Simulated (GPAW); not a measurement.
## Geometry or basis: what sets the conductance of benzoquinonedithiol between two Al chains

How well does benzoquinonedithiol between two Al chains conduct once its atoms have relaxed, and how much do cheaper levels lose?

Calculated with GPAW 26.7.0; GPAW LCAO, PAW setups; relaxation of the junction within the symmetry of its start, lead ends held, in the first sound run; inputs show where later runs differ.

## Step 1: The starting structure

The cell holds 26 atoms: 14 Al, 2 S, 2 H, 6 C and 2 O. Its edges and angles: a = 11.827 Å, b = 9.000 Å, c = 40.306 Å, α = 90.0°, β = 90.0°, γ = 90.0°. Regions: left lead, 7 atoms (7 Al); channel, 12 atoms (2 S, 2 H, 6 C and 2 O); right lead, 7 atoms (7 Al). Vacuum lies along a and b. The structure is stacked along c, and the current runs across the ab planes.

## Step 2: Relaxation

Transmission follows bond lengths closely, so the atoms between the held lead ends are relaxed first, within whatever symmetry the start has.

Input file run.py:

```python
import json
from ase import Atoms
from ase.constraints import FixAtoms
from ase.optimize import BFGS
from gpaw import GPAW, FermiDirac

device = Atoms(
    ['Al', 'Al', 'Al', 'Al', 'Al', 'Al', 'Al', 'S', 'H', 'C', 'C', 'O', 'C', 'C', 'O', 'C', 'C', 'H', 'S', 'Al', 'Al', 'Al', 'Al', 'Al', 'Al', 'Al'],
    positions=[
        [5.91368, 4.50000, 1.20000],
        [5.91368, 4.50000, 3.60000],
        [5.91368, 4.50000, 6.00000],
        [5.91368, 4.50000, 8.40000],
        [5.91368, 4.50000, 10.80000],
        [5.91368, 4.50000, 13.20000],
        [5.91368, 4.50000, 15.60000],
        [4.52189, 4.49999, 17.30379],
        [7.31673, 4.49999, 18.07495],
        [5.32717, 4.49999, 18.83802],
        [6.65973, 4.49999, 18.93750],
        [3.25000, 4.49999, 20.04555],
        [4.47532, 4.49999, 20.06332],
        [7.35205, 4.49999, 20.24242],
        [8.57736, 4.49999, 20.26020],
        [5.16764, 4.49999, 21.36824],
        [6.50020, 4.50000, 21.46772],
        [4.51064, 4.50000, 22.23079],
        [7.30548, 4.50000, 23.00195],
        [5.91368, 4.50000, 24.70574],
        [5.91368, 4.50000, 27.10574],
        [5.91368, 4.50000, 29.50574],
        [5.91368, 4.50000, 31.90574],
        [5.91368, 4.50000, 34.30574],
        [5.91368, 4.50000, 36.70574],
        [5.91368, 4.50000, 39.10574]],
    cell=[[11.82736, 0.0, 0.0], [0.0, 9.0, 0.0], [0.0, 0.0, 40.30574]],
    pbc=True)

device.set_constraint(FixAtoms([0, 1, 2, 3, 4, 5, 20, 21, 22, 23, 24, 25]))
device.calc = GPAW(mode='lcao', basis='dzp', xc='PBE', h=0.18,
                   kpts={'size': (1, 1, 2), 'gamma': True},
                   symmetry={'tolerance': 1e-3, 'extra_ids': [1, 1, 1, 1, 1, 1, 0, 0, 0, 0, 0, 0, 0, 0, 0, 0, 0, 0, 0, 0, 1, 1, 1, 1, 1, 1]},
                   occupations=FermiDirac(0.1), maxiter=250,
                   mixer=dict(beta=0.1, nmaxold=8, weight=100.0),
                   convergence=dict(density=0.0001), txt='relax.txt')
path = []
opt = BFGS(device, maxstep=0.15)
opt.attach(lambda: path.append((device.get_potential_energy(), device.positions.tolist(), device.get_forces().tolist())))
relaxed = bool(opt.run(fmax=0.05, steps=50))
json.dump(dict(relaxed=relaxed, path=path, positions=device.positions.tolist(), moments=device.get_magnetic_moments().tolist(),
               forces=device.get_forces(apply_constraint=False).tolist()), open('result.json', 'w'))
```

On the command line:

```console
OMP_NUM_THREADS=1 OPENBLAS_NUM_THREADS=1 python run.py
```

The log of the run:

```text
Step          Energy          fmax
BFGS:    0     -103.081142        1.871273
BFGS:    1     -103.234692        1.853752
BFGS:    2     -103.342501        0.849938
BFGS:    3     -103.457956        0.429681
BFGS:    4     -103.479023        0.377687
BFGS:    5     -103.496739        0.306206
BFGS:    6     -103.511679        0.309711
BFGS:    7     -103.522155        0.265866
BFGS:    8     -103.529225        0.219380
BFGS:    9     -103.531942        0.132439
BFGS:   10     -103.533759        0.109808
BFGS:   11     -103.536048        0.119502
BFGS:   12     -103.539280        0.163162
BFGS:   13     -103.543905        0.229728
BFGS:   14     -103.550711        0.292095
BFGS:   15     -103.564055        0.380795
[...]
BFGS:   29     -103.883791        0.270038
BFGS:   30     -103.893470        0.248730
BFGS:   31     -103.901582        0.176278
BFGS:   32     -103.905016        0.138135
BFGS:   33     -103.907740        0.125493
BFGS:   34     -103.911273        0.128262
BFGS:   35     -103.912818        0.092748
BFGS:   36     -103.914195        0.049952
```

Elapsed: 37 min, on 1 thread of Arm Neoverse V2, shared host; peak memory 2 GiB.

Relaxation path (22 of 37):

```tsv
step	energy less that of the first step (eV)	largest force (eV/Å)
1	0.0000	1.8713
3	-0.2560	0.8499
4	-0.3672	0.4297
6	-0.4010	0.3062
8	-0.4216	0.2659
10	-0.4294	0.1324
11	-0.4311	0.1098
13	-0.4361	0.1632
15	-0.4464	0.2921
16	-0.4600	0.3808
18	-0.5083	0.4725
20	-0.5700	0.7015
22	-0.6688	0.3228
23	-0.6929	0.3527
25	-0.7101	0.2291
27	-0.7340	0.2187
28	-0.7561	0.2459
30	-0.8049	0.2700
32	-0.8252	0.1763
34	-0.8315	0.1255
35	-0.8352	0.1283
37	-0.8381	0.0500
```

The atoms that moved most (Å):

```tsv
atom	dx	dy	dz	length
Al20	-1.018	0.000	-0.038	1.019
Al7	1.018	0.000	0.038	1.019
O15	-0.095	0.000	0.734	0.740
O12	0.095	0.000	-0.734	0.740
H9	0.521	0.000	0.406	0.660
H18	-0.521	0.000	-0.406	0.660
S8	0.591	0.000	-0.291	0.659
S19	-0.591	0.000	0.291	0.659
```

The relaxation lowered the energy of the cell by 0.838 eV (energies extrapolated to zero smearing; the optimiser's log prints free energies). The largest force left on a free atom is 0.050 eV/Å.

## Step 3: GPAW, dzp

The script solves lead and junction separately, takes H and S in the orbital basis, and joins semi-infinite leads through their self-energies; the dzp basis is the working standard.

This step: GPAW LCAO, PAW setups; Landauer transmission from Green's functions with principal layers (ASE), zero bias (GPAW 26.7.0).

Input file run.py:

```python
import json
import numpy as np
from ase import Atoms
from ase.transport.calculators import TransportCalculator
from gpaw import GPAW, FermiDirac
from gpaw.lcao.tools import get_lcao_hamiltonian
from scipy.linalg import eigh

# The junction with lead layers at both ends, along the third cell vector
device = Atoms(
    ['Al', 'Al', 'Al', 'Al', 'Al', 'Al', 'Al', 'S', 'H', 'C', 'C', 'O', 'C', 'C', 'O', 'C', 'C', 'H', 'S', 'Al', 'Al', 'Al', 'Al', 'Al', 'Al', 'Al'],
    positions=[
        [5.91368, 4.50000, 1.20000],
        [5.91368, 4.50000, 3.60000],
        [5.91368, 4.50000, 6.00000],
        [5.91368, 4.50000, 8.40000],
        [5.91368, 4.50000, 10.80000],
        [5.91368, 4.50000, 13.20000],
        [6.93165, 4.50000, 15.63777],
        [5.11332, 4.49999, 17.01273],
        [7.83779, 4.49999, 18.48053],
        [5.67507, 4.49999, 18.69897],
        [6.96370, 4.49999, 19.16623],
        [3.34473, 4.49999, 19.31134],
        [4.52795, 4.49999, 19.69846],
        [7.29942, 4.49999, 20.60728],
        [8.48263, 4.49999, 20.99441],
        [4.86367, 4.49999, 21.13951],
        [6.15230, 4.50000, 21.60677],
        [3.98958, 4.50000, 21.82521],
        [6.71405, 4.50000, 23.29301],
        [4.89571, 4.50000, 24.66797],
        [5.91368, 4.50000, 27.10574],
        [5.91368, 4.50000, 29.50574],
        [5.91368, 4.50000, 31.90574],
        [5.91368, 4.50000, 34.30574],
        [5.91368, 4.50000, 36.70574],
        [5.91368, 4.50000, 39.10574]],
    cell=[[11.82736, 0.0, 0.0], [0.0, 9.0, 0.0], [0.0, 0.0, 40.30574]],
    pbc=True)

# One principal layer of the lead: the first 4 atoms of the device
lead = Atoms(
    ['Al', 'Al', 'Al', 'Al'],
    positions=[
        [5.91368, 4.50000, 1.20000],
        [5.91368, 4.50000, 3.60000],
        [5.91368, 4.50000, 6.00000],
        [5.91368, 4.50000, 8.40000]],
    cell=[[11.82736, 0.0, 0.0], [0.0, 9.0, 0.0], [0.0, 0.0, 9.6]],
    pbc=True)

settings = dict(mode='lcao', basis='dzp', xc='PBE', h=0.18,
                occupations=FermiDirac(0.1), maxiter=250,
                mixer=dict(beta=0.1, nmaxold=8, weight=100.0),
                convergence=dict(density=0.0001))
energies = np.arange(-2, 2 + 1e-9, 0.025)
eta = 0.0001
n1, n2 = 1, 1
# k and -k transmit alike, so half of the mesh across the current serves
mesh = [(i, j) for i in range(n1) for j in range(n2) if (i, j) <= (-i % n1, -j % n2)]
weights = np.array([1 if (i, j) == (-i % n1, -j % n2) else 2 for i, j in mesh]) / (n1 * n2)

# [... helper functions left out ...]
fermi_lead = ground_state(lead, (1, 1, 12), 'lead.txt')
fermi_device = ground_state(device, (1, 1, 2), 'device.txt')
# [... loop over the mesh left out, but for ...]
        # Shift the lead onto the potential of the device's first layer
        shift = ((H[:, 0, 0] - H0[:, 0, 0]) / S0[0, 0]).real.mean()
# [...]
kT = 8.617333e-5 * 300
bias = [0.1, 0.2, 0.5, 1.0, 1.5, 2.0]
# [... integrals and printing left out ...]
```

The log of the run:

```text
basis functions: device 322, principal layer 52
Fermi level: lead -3.3786 eV, device -3.3936 eV; lead shifted by 0.0134 eV
largest coupling past the next layer 1.40e-15 eV, largest misfit of the first layer 0.059 eV
  E-E_F (eV)   T (one spin)  channels
    -2.000    1.7136e-03    1.0000
    -1.975    1.5050e-03    1.0000
    -1.950    1.3007e-03    1.0000
    -1.925    1.1032e-03    1.0000
    -1.900    9.1523e-04    1.0000
    -1.875    7.3952e-04    1.0000
    -1.850    5.7887e-04    1.0000
    -1.825    4.3581e-04    1.0000
    -1.800    3.1246e-04    1.0000
    -1.775    2.1025e-04    1.0000
    -1.750    1.2976e-04    1.0000
    -1.725    7.0578e-05    1.0000
    -1.700    3.1164e-05    1.0000
    -1.675    8.9499e-06    1.0000
    -1.650    4.6836e-07    1.0000
    -1.625    1.6465e-06    1.0000
[...]
1.825    2.2826e-01    3.0000
     1.850    2.3159e-01    3.0000
     1.875    2.3458e-01    3.0000
     1.900    2.3721e-01    3.0000
     1.925    2.3947e-01    3.0000
     1.950    2.4134e-01    3.0000
     1.975    2.4282e-01    3.0000
     2.000    2.4392e-01    3.0000
conductance at 300 K: 0.010329 G0 a cell; thermopower 55.36 uV/K
current from the zero-bias T(E) at 0.1 V: 0.084014 uA
current from the zero-bias T(E) at 0.2 V: 0.19674 uA
current from the zero-bias T(E) at 0.5 V: 1.1586 uA
current from the zero-bias T(E) at 1.0 V: 4.5897 uA
current from the zero-bias T(E) at 1.5 V: 13.308 uA
current from the zero-bias T(E) at 2.0 V: 15.636 uA
```

Wall time 2.1 min (1 thread); peak memory 2.2 GiB.

Numbers from this step:

| Property | Result |
| --- | --- |
| conductance | 0.01033 G₀ |
| thermopower | 55.36 μV/K |
| largest coupling past the next principal layer | 1.40e-15 eV |
| largest misfit of the first principal layer | 0.05862 eV |
| shift that aligns the lead | 0.01336 eV |
| basis functions of the junction | 322 |
| basis functions of a principal layer | 52 |
| transmission at the Fermi level (one spin) | 0.009170 |
| open channels of the lead at the Fermi level (one spin) | 2 |

One spin. The transmission, zone mean by energy, zero at the Fermi level:

energy (eV), transmission, zone mean and a bar:
```
   -2.000      0.002 
   -1.900      0.001 
   -1.800      0.000 
   -1.700      0.000 
   -1.600      0.000 
   -1.500      0.000 
   -1.400      0.000 
   -1.300      0.000 
   -1.200      0.000 
   -1.100      0.000 
   -1.000      0.000 
   -0.900      0.000 
   -0.800      0.000 
   -0.700      0.000 
   -0.600      0.000 
   -0.500      0.000 
   -0.400      0.000 
   -0.300      0.014 
   -0.225      0.165 #####
   -0.200      0.128 ####
   -0.100      0.021 #
    0.000      0.009 
    0.100      0.007 
    0.200      0.009 
    0.300      0.022 #
    0.400      0.087 ###
    0.500      0.657 #####################
    0.550      0.956 ##############################
    0.600      0.525 ################
    0.700      0.202 ######
    0.800      0.130 ####
    0.900      0.108 ###
    1.000      0.102 ###
    1.100      0.106 ###
    1.200      0.115 ####
    1.300      0.128 ####
    1.400      0.146 #####
    1.500      0.166 #####
    1.600      0.187 ######
    1.700      0.207 #######
    1.800      0.225 #######
    1.900      0.237 #######
    2.000      0.244 ########
```

Crossings of the lead's bands, unfolded to its shortest repeat. Open channels, zone mean against energy, zero at the Fermi level:

energy (eV), open channels, zone mean and a bar:
```
   -2.000       1.00 ##########
   -1.900       1.00 ##########
   -1.800       1.00 ##########
   -1.700       1.00 ##########
   -1.600       1.00 ##########
   -1.500       1.00 ##########
   -1.400       1.00 ##########
   -1.300       1.00 ##########
   -1.200       0.00 
   -1.100       0.00 
   -1.000       0.00 
   -0.900       0.00 
   -0.800       0.00 
   -0.700       0.00 
   -0.600       0.00 
   -0.500       0.00 
   -0.400       0.00 
   -0.300       2.00 ####################
   -0.200       2.00 ####################
   -0.100       2.00 ####################
    0.000       2.00 ####################
    0.100       2.00 ####################
    0.200       2.00 ####################
    0.300       2.00 ####################
    0.400       2.00 ####################
    0.500       2.00 ####################
    0.600       2.00 ####################
    0.700       2.00 ####################
    0.800       2.00 ####################
    0.900       2.00 ####################
    1.000       3.00 ##############################
    1.100       3.00 ##############################
    1.200       3.00 ##############################
    1.300       3.00 ##############################
    1.400       3.00 ##############################
    1.500       3.00 ##############################
    1.600       3.00 ##############################
    1.700       3.00 ##############################
    1.800       3.00 ##############################
    1.900       3.00 ##############################
    2.000       3.00 ##############################
```

Not self-consistent under bias; the bias window is split evenly. Table of current through one cell, from the zero-bias transmission by bias:

```tsv
bias (V)	current through one cell, from the zero-bias transmission (μA)
0.100	0.0840
0.200	0.197
0.500	1.16
1.000	4.59
1.500	13.3
2.000	15.6
```

The transmission of the three most open eigenchannels by energy, zero at the Fermi level:

```tsv
energy (eV)	channel 1	channel 2	channel 3
-2.000	0.00171	0	0
-1.900	9.2e-4	0	0
-1.800	3.1e-4	0	0
-1.700	3.1e-5	0	0
-1.600	8.2e-6	0	0
-1.500	1.9e-5	0	0
-1.400	1.3e-5	0	0
-1.300	4.6e-4	0	0
-1.200	7.2e-11	0	0
-1.100	2.7e-12	0	0
-1.000	0	0	0
-0.900	0	0	0
-0.800	0	0	0
-0.700	0	0	0
-0.600	0	0	0
-0.500	0	0	0
-0.400	4.6e-11	3.4e-12	0
-0.300	0.0136	4.2e-5	0
-0.200	0.128	1.7e-5	0
-0.100	0.0214	3.6e-5	0
0.000	0.00867	5.0e-4	0
0.100	0.00497	0.00193	0
0.200	0.00590	0.00325	0
0.300	0.0193	0.00234	0
0.400	0.0847	0.00185	0
0.500	0.655	0.00157	0
0.600	0.524	0.00141	0
0.700	0.201	0.00130	0
0.800	0.129	0.00124	0
0.900	0.106	0.00121	1.1e-11
1.000	0.101	0.00119	9.2e-5
1.100	0.104	0.00119	2.9e-4
1.200	0.113	0.00120	5.7e-4
1.300	0.126	0.00123	9.4e-4
1.400	0.143	0.00142	0.00126
1.500	0.163	0.00201	0.00131
1.600	0.183	0.00271	0.00137
1.700	0.202	0.00354	0.00143
1.800	0.219	0.00449	0.00151
1.900	0.230	0.00556	0.00159
2.000	0.235	0.00674	0.00169
```

Couplings past the next layer reach 1.4e-15 eV, small enough to drop; the matrix elements of the cell's first layer differ from the bulk lead's by up to 0.059 eV. That layer keeps its own values in the calculation, and only beyond it is the lead taken as perfect. The Fermi levels of lead and junction count from different zeros of potential, one for each periodic cell; with both set to zero, the small remaining shift is what aligns them. By hand: G = 0.01033 × 77.48 μS = 0.800 μS, a resistance of 1249 kΩ; at 0.1 V a linear junction would pass 0.0800 μA, and the integral over the bias window gives 0.0840 μA. Mott's formula, S = -(π²/3)(k_B²T/e) d ln T/dE, has the prefactor 7.33 μV/K·eV at 300 K; T = 0.01065 at -0.025 eV and 0.008150 at 0.025 eV give a slope of -5.35 per eV and S = 39.2 μV/K, beside 55.4 μV/K from the thermal integral, which interpolates the same grid.

## Step 4: GPAW, szp: basis = "szp(dzp)"

One radial function a shell plus polarisation makes the matrices smaller; the question is what that costs.

Edit run.py of step 3 so:

```diff
@@ -52,3 +52,3 @@
 
-settings = dict(mode='lcao', basis='dzp', xc='PBE', h=0.18,
+settings = dict(mode='lcao', basis='szp(dzp)', xc='PBE', h=0.18,
                 occupations=FermiDirac(0.1), maxiter=250,
```

The log of the run:

```text
basis functions: device 224, principal layer 36
Fermi level: lead -3.8619 eV, device -3.8665 eV; lead shifted by 0.0183 eV
largest coupling past the next layer 1.42e-15 eV, largest misfit of the first layer 0.062 eV
  E-E_F (eV)   T (one spin)  channels
    -2.000    5.2881e-03    1.0000
    -1.975    4.9919e-03    1.0000
    -1.950    4.6872e-03    1.0000
    -1.925    4.3765e-03    1.0000
    -1.900    4.0624e-03    1.0000
    -1.875    3.7482e-03    1.0000
    -1.850    3.4375e-03    1.0000
    -1.825    3.1339e-03    1.0000
    -1.800    2.8413e-03    1.0000
    -1.775    2.5633e-03    1.0000
    -1.750    2.3033e-03    1.0000
    -1.725    2.0641e-03    1.0000
    -1.700    1.8477e-03    1.0000
    -1.675    1.6556e-03    1.0000
    -1.650    1.4884e-03    1.0000
    -1.625    1.3460e-03    1.0000
[...]
1.825    3.1323e-01    3.0000
     1.850    3.2218e-01    3.0000
     1.875    3.3087e-01    3.0000
     1.900    3.3924e-01    3.0000
     1.925    3.4727e-01    3.0000
     1.950    3.5491e-01    3.0000
     1.975    3.6214e-01    3.0000
     2.000    3.6896e-01    3.0000
conductance at 300 K: 0.012456 G0 a cell; thermopower 31.12 uV/K
current from the zero-bias T(E) at 0.1 V: 0.10093 uA
current from the zero-bias T(E) at 0.2 V: 0.23413 uA
current from the zero-bias T(E) at 0.5 V: 1.5766 uA
current from the zero-bias T(E) at 1.0 V: 10.249 uA
current from the zero-bias T(E) at 1.5 V: 13.87 uA
current from the zero-bias T(E) at 2.0 V: 15.552 uA
```

Elapsed: 1.7 min, on 1 thread; peak memory 2.2 GiB.

Numbers from this step:

```yaml
conductance: 0.01246 G₀
thermopower: 31.12 μV/K
largest_coupling_past_the_next_principal_layer: 1.42e-15 eV
largest_misfit_of_the_first_principal_layer: 0.06178 eV
shift_that_aligns_the_lead: 0.01834 eV
basis_functions_of_the_junction: 224
basis_functions_of_a_principal_layer: 36
transmission_at_the_fermi_level_one_spin: 0.01116
```

One spin. Table of transmission, zone mean by energy, zero at the Fermi level:

```tsv
energy (eV)	transmission, zone mean
-2.000	0.00529
-1.900	0.00406
-1.800	0.00284
-1.700	0.00185
-1.600	0.00123
-1.500	9.5e-4
-1.400	5.0e-4
-1.300	1.1e-9
-1.200	1.5e-11
-1.100	1.1e-12
-1.000	0
-0.900	0
-0.800	0
-0.700	0
-0.600	0
-0.500	0
-0.400	3.3e-12
-0.300	0.0279
-0.225	0.208
-0.200	0.132
-0.100	0.0211
0.000	0.0112
0.100	0.0120
0.200	0.0254
0.300	0.103
0.400	0.823
0.425	0.995
0.500	0.393
0.600	0.156
0.700	0.103
0.800	0.0864
0.900	0.0836
1.000	0.0884
1.100	0.0990
1.200	0.115
1.300	0.136
1.400	0.162
1.500	0.193
1.600	0.228
1.700	0.266
1.800	0.304
1.900	0.339
2.000	0.369
```

Crossings of the lead's bands, unfolded to its shortest repeat. Open channels, zone mean against energy, zero at the Fermi level:

energy (eV), open channels, zone mean and a bar:
```
   -2.000       1.00 ##########
   -1.900       1.00 ##########
   -1.800       1.00 ##########
   -1.700       1.00 ##########
   -1.600       1.00 ##########
   -1.500       1.00 ##########
   -1.400       1.00 ##########
   -1.300       0.00 
   -1.200       0.00 
   -1.100       0.00 
   -1.000       0.00 
   -0.900       0.00 
   -0.800       0.00 
   -0.700       0.00 
   -0.600       0.00 
   -0.500       0.00 
   -0.400       0.00 
   -0.300       2.00 ####################
   -0.200       2.00 ####################
   -0.100       2.00 ####################
    0.000       2.00 ####################
    0.100       2.00 ####################
    0.200       2.00 ####################
    0.300       2.00 ####################
    0.400       2.00 ####################
    0.500       2.00 ####################
    0.600       2.00 ####################
    0.700       2.00 ####################
    0.800       3.00 ##############################
    0.900       3.00 ##############################
    1.000       3.00 ##############################
    1.100       3.00 ##############################
    1.200       3.00 ##############################
    1.300       3.00 ##############################
    1.400       3.00 ##############################
    1.500       3.00 ##############################
    1.600       3.00 ##############################
    1.700       3.00 ##############################
    1.800       3.00 ##############################
    1.900       3.00 ##############################
    2.000       3.00 ##############################
```

Not self-consistent under bias; the bias window is split evenly. Current through one cell, from the zero-bias transmission against bias:

```tsv
bias (V)	current through one cell, from the zero-bias transmission (μA)
0.100	0.101
0.200	0.234
0.500	1.58
1.000	10.2
1.500	13.9
2.000	15.6
```

Transmission of the three most open eigenchannels against energy, zero at the Fermi level:

```tsv
energy (eV)	channel 1	channel 2	channel 3
-2.000	0.00529	0	0
-1.800	0.00284	0	0
-1.600	0.00123	0	0
-1.400	5.0e-4	0	0
-1.200	1.5e-11	0	0
-1.000	0	0	0
-0.800	0	0	0
-0.600	0	0	0
-0.400	3.3e-12	0	0
-0.200	0.132	4.8e-5	0
0.000	0.00865	0.00251	0
0.200	0.0224	0.00301	0
0.400	0.822	0.00167	0
0.600	0.155	0.00126	0
0.800	0.0853	0.00111	1.9e-5
1.000	0.0870	0.00109	2.9e-4
1.200	0.113	0.00112	8.5e-4
1.400	0.159	0.00187	0.00120
1.600	0.223	0.00345	0.00130
1.800	0.297	0.00569	0.00143
2.000	0.359	0.00858	0.00160
```

The conductance, 0.0125 G₀, lies 21 % above that of the dzp run.

[end of part 1 of 2]

[Logs are printed without paths, hosts, clocks, repeated set-up lines and the standing remarks that a program may print on its own settings, such as how far it seeks lower states.]

[Hosts, paths, dates, database ids (printed as entryN), source tags and the programs' standing remarks are cut or masked in the printed files.]
